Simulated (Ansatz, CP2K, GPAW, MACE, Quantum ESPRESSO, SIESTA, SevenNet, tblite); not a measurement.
# SIESTA on H-capped AlP nanocrystal (rod) (34 atoms): settings against a plane-wave reference, part 3 of 3

Aim: run H-capped AlP nanocrystal (rod) (34 atoms) in SIESTA and see how near its forces come to a plane-wave reference, and at what cost.

Program: SIESTA 5.4.2; the method stands at each step. Banners, paths, timers and routine set-up lines are dropped from the logs unmarked, and long logs keep their key lines alone; longer cuts are marked. The potentials were converted by us to PSML.

So far. Step 6 (PBE, DZP, shift 0.01 Ry, mesh 150 Ry): Against the first run (21 %), the force difference from the reference is 21 %, at 0.32 times the CPU time: the change moves forces by 3.3 meV/Å r.m.s., so most of the difference comes from elsewhere.

## 8. Local order at the end (PBE, SZP, shift 0.02 Ry, mesh 250 Ry)

Normalised to the volume that the atoms fill. g(r), total and by pair (bins of 0.2 Å):

| r (Å) | total | H-H | H-Al | H-P | Al-Al | Al-P | P-P |
| --- | --- | --- | --- | --- | --- | --- | --- |
| 1.40 | 0.85 | 0.00 | 0.00 | 3.73 | 0.00 | 0.00 | 0.00 |
| 1.60 | 4.70 | 0.00 | 11.25 | 9.30 | 0.00 | 0.00 | 0.00 |
| 1.80 | 0.00 | 0.00 | 0.00 | 0.00 | 0.00 | 0.00 | 0.00 |
| 2.00 | 0.00 | 0.00 | 0.00 | 0.00 | 0.00 | 0.00 | 0.00 |
| 2.20 | 0.62 | 1.49 | 0.00 | 0.00 | 0.00 | 0.00 | 0.00 |
| 2.40 | 1.32 | 0.00 | 0.00 | 0.00 | 0.00 | 21.21 | 0.00 |
| 2.60 | 0.00 | 0.00 | 0.00 | 0.00 | 0.00 | 0.00 | 0.00 |
| 2.80 | 0.23 | 0.55 | 0.00 | 0.00 | 0.00 | 0.00 | 0.00 |
| 3.00 | 0.64 | 1.36 | 0.31 | 0.00 | 0.00 | 0.00 | 0.00 |
| 3.20 | 1.29 | 0.00 | 3.63 | 2.02 | 0.00 | 0.00 | 0.00 |
| 3.40 | 1.19 | 0.00 | 1.96 | 3.23 | 0.00 | 0.00 | 0.00 |
| 3.60 | 0.56 | 0.33 | 0.00 | 0.82 | 0.00 | 0.00 | 7.55 |
| 3.80 | 1.51 | 2.78 | 0.76 | 0.20 | 0.00 | 0.00 | 4.14 |
| 4.00 | 0.97 | 1.10 | 0.34 | 1.51 | 2.51 | 0.00 | 0.00 |
| 4.20 | 0.46 | 0.17 | 0.32 | 1.10 | 0.00 | 1.08 | 0.00 |
| 4.40 | 0.48 | 0.23 | 0.41 | 0.14 | 6.25 | 0.99 | 0.00 |
| 4.60 | 0.74 | 0.57 | 1.69 | 0.00 | 0.00 | 1.81 | 0.00 |
| 4.80 | 0.27 | 0.13 | 0.00 | 0.48 | 0.00 | 1.75 | 0.00 |
| 5.00 | 0.50 | 0.24 | 0.11 | 1.63 | 0.00 | 0.00 | 0.00 |
| 5.20 | 0.27 | 0.27 | 0.29 | 0.41 | 0.00 | 0.00 | 0.00 |
| 5.40 | 0.61 | 0.95 | 0.37 | 0.00 | 2.01 | 0.00 | 2.02 |
| 5.60 | 0.22 | 0.14 | 0.68 | 0.00 | 0.00 | 0.00 | 0.00 |
| 5.80 | 0.15 | 0.00 | 0.65 | 0.00 | 0.00 | 0.00 | 0.00 |
| 6.00 | 0.39 | 0.49 | 0.07 | 0.60 | 0.00 | 0.55 | 0.00 |
| 6.20 | 0.42 | 0.54 | 0.51 | 0.35 | 0.00 | 0.00 | 0.00 |
| 6.40 | 0.30 | 0.39 | 0.13 | 0.47 | 0.00 | 0.00 | 0.00 |
| 6.60 | 0.20 | 0.07 | 0.38 | 0.25 | 0.00 | 0.00 | 0.93 |
| 6.80 | 0.16 | 0.26 | 0.12 | 0.12 | 0.00 | 0.00 | 0.00 |

Bonds by pair of elements; cutoffs follow the first minimum of g(r), held within bounds set by covalent radii, and pairs that aren't listed don't count as bonded:

| pair A-B | cutoff (Å) | bonds | mean length (Å) | spread (Å) | shortest (Å) | B about A | A about B |
| --- | --- | --- | --- | --- | --- | --- | --- |
| H-Al | 2.02 | 11 | 1.64 | 0.004 | 1.63 | 0.5 | 1.83 |
| H-P | 1.73 | 11 | 1.50 | 0.004 | 1.49 | 0.5 | 1.83 |
| Al-P | 2.88 | 13 | 2.46 | 0.021 | 2.40 | 2.17 | 2.17 |

How many atoms have how many bonded neighbours:

| element | mean | 1 | 4 |
| --- | --- | --- | --- |
| Al | 4 | 0 | 6 |
| H | 1 | 22 | 0 |
| P | 4 | 0 | 6 |

## 9. The ladder

Differences are against the plane-wave reference, forces as r.m.s. over components; share is that over the reference's r.m.s. force, slope the least-squares factor from reference forces to these. Total energies of different programs have different zeros and aren't compared.

| run | Δ force, r.m.s. (meV/Å) | share (%) | slope | Δ gap (eV) | cores | CPU time | memory (GiB) |
| --- | --- | --- | --- | --- | --- | --- | --- |
| reference | - | - | - | - | 8 | 43 s | 2.6 |
| SIESTA PBE, DZP, shift 0.01 Ry, mesh 300 Ry | 175 | 20.6 | 1.093 | 0.111 | 1 | 70 s | 1.2 |
| SIESTA PBE, SZ, shift 0.01 Ry, mesh 300 Ry (coarse) | 1337 | 158 | 1.537 | 1.37 | 1 | 43 s | 1.0 |
| SIESTA PBE, TZP, shift 0.01 Ry, mesh 300 Ry | 160 | 18.8 | 1.084 | 0.102 | 1 | 81 s | 1.3 |
| SIESTA PBE, DZP, shift 0.005 Ry, mesh 300 Ry | 202 | 23.8 | 1.101 | 0.0831 | 1 | 86 s | 1.3 |
| SIESTA PBE, DZP, shift 0.01 Ry, mesh 150 Ry (coarse) | 175 | 20.6 | 1.093 | 0.111 | 1 | 22 s | 0.48 |

Rows marked coarse were listed beforehand as settings not expected to be converged; some can still land near the reference.

CPU time is summed over cores on a shared host, where runs went side by side, so it is rough. Symmetry, cutoffs, thresholds, outputs and thread counts weren't matched or tuned between programs; memory under MPI is the largest rank's times the ranks.

Mean charges by element (e), by run and scheme:

| run | scheme | P | Al | H |
| --- | --- | --- | --- | --- |
| reference | Löwdin | +0.02 | +0.41 | -0.06 |
| SIESTA PBE, DZP, shift 0.01 Ry, mesh 300 Ry | Hirshfeld | +0.10 | +0.17 | -0.07 |
| SIESTA PBE, TZP, shift 0.01 Ry, mesh 300 Ry | Hirshfeld | +0.09 | +0.17 | -0.07 |
| SIESTA PBE, DZP, shift 0.005 Ry, mesh 300 Ry | Hirshfeld | +0.08 | +0.19 | -0.07 |

The reference's Löwdin charges lack the electrons that the projection spills, 0.037 e an atom on average.

Within one program, basis, potentials and functional, energies share a zero. Each run against its twin at the usual cutoff or grid and solver:

| run | twin | Δ energy (meV/atom) | Δ force, r.m.s. (meV/Å) | CPU time over the twin's |
| --- | --- | --- | --- | --- |
| SIESTA PBE, DZP, shift 0.01 Ry, mesh 150 Ry | DZP, shift 0.01 Ry, mesh 300 Ry | 0.0449 | 3.31 | 0.32 |

## 10. Results

```yaml
nearest_in_forces: SIESTA PBE, TZP, shift 0.01 Ry, mesh 300 Ry, 19 %
its_cpu_time: 81 s
energy_change_in_the_relaxation_pbe_szp_shift_0p02_ry_mesh_250_ry: -113.3 meV/atom
r_m_s_displacement_pbe_szp_shift_0p02_ry_mesh_250_ry: 0.2303 Å
```

**Reading.** The PBE runs in local orbitals, coarse settings apart, differ by 19 % (SIESTA PBE, TZP, shift 0.01 Ry, mesh 300 Ry) to 24 % (SIESTA PBE, DZP, shift 0.005 Ry, mesh 300 Ry); basis, grid and potentials can all enter. Runs with settings chosen to be coarse differ by 21 % (SIESTA PBE, DZP, shift 0.01 Ry, mesh 150 Ry) to 158 % (SIESTA PBE, SZ, shift 0.01 Ry, mesh 300 Ry), their programs' other errors included. None of the electronic-structure runs in the table takes under half the reference's CPU time of 43 s; they take 0.51 to 2.0 times as much. SIESTA PBE, DZP, shift 0.005 Ry, mesh 300 Ry stiffens the forces by a factor of 1.10 while following their directions (correlation 0.982). At the same functional, gaps differ from the reference's 3.07 eV by between +0.08 and +1.37 eV. A likely cause of the wide gaps: compact atomic orbitals describe empty levels worse than filled ones. Charges hang on scheme and program or settings: among these rows the mean for Al runs from +0.17 to +0.41 e. The relaxation (PBE, SZP, shift 0.02 Ry, mesh 250 Ry): first to last step the energy falls by 3.854 eV; the largest move, 0.36 Å, is that of H28. It was not finished. Caps of real hydrogen don't mimic the fractional bonds of a polar compound, so surface states and strained caps may belong to the model.

[Also dropped from logs without a mark: logging warnings of Python, and SIESTA's first energy breakdown and zero terms.]

[Logs are printed without paths, hosts, clocks, repeated set-up lines and the standing remarks that a program may print on its own settings, such as how far it seeks lower states.]

[Hosts, paths, dates, database ids (printed as entryN), source tags and the programs' standing remarks are cut or masked in the printed files.]
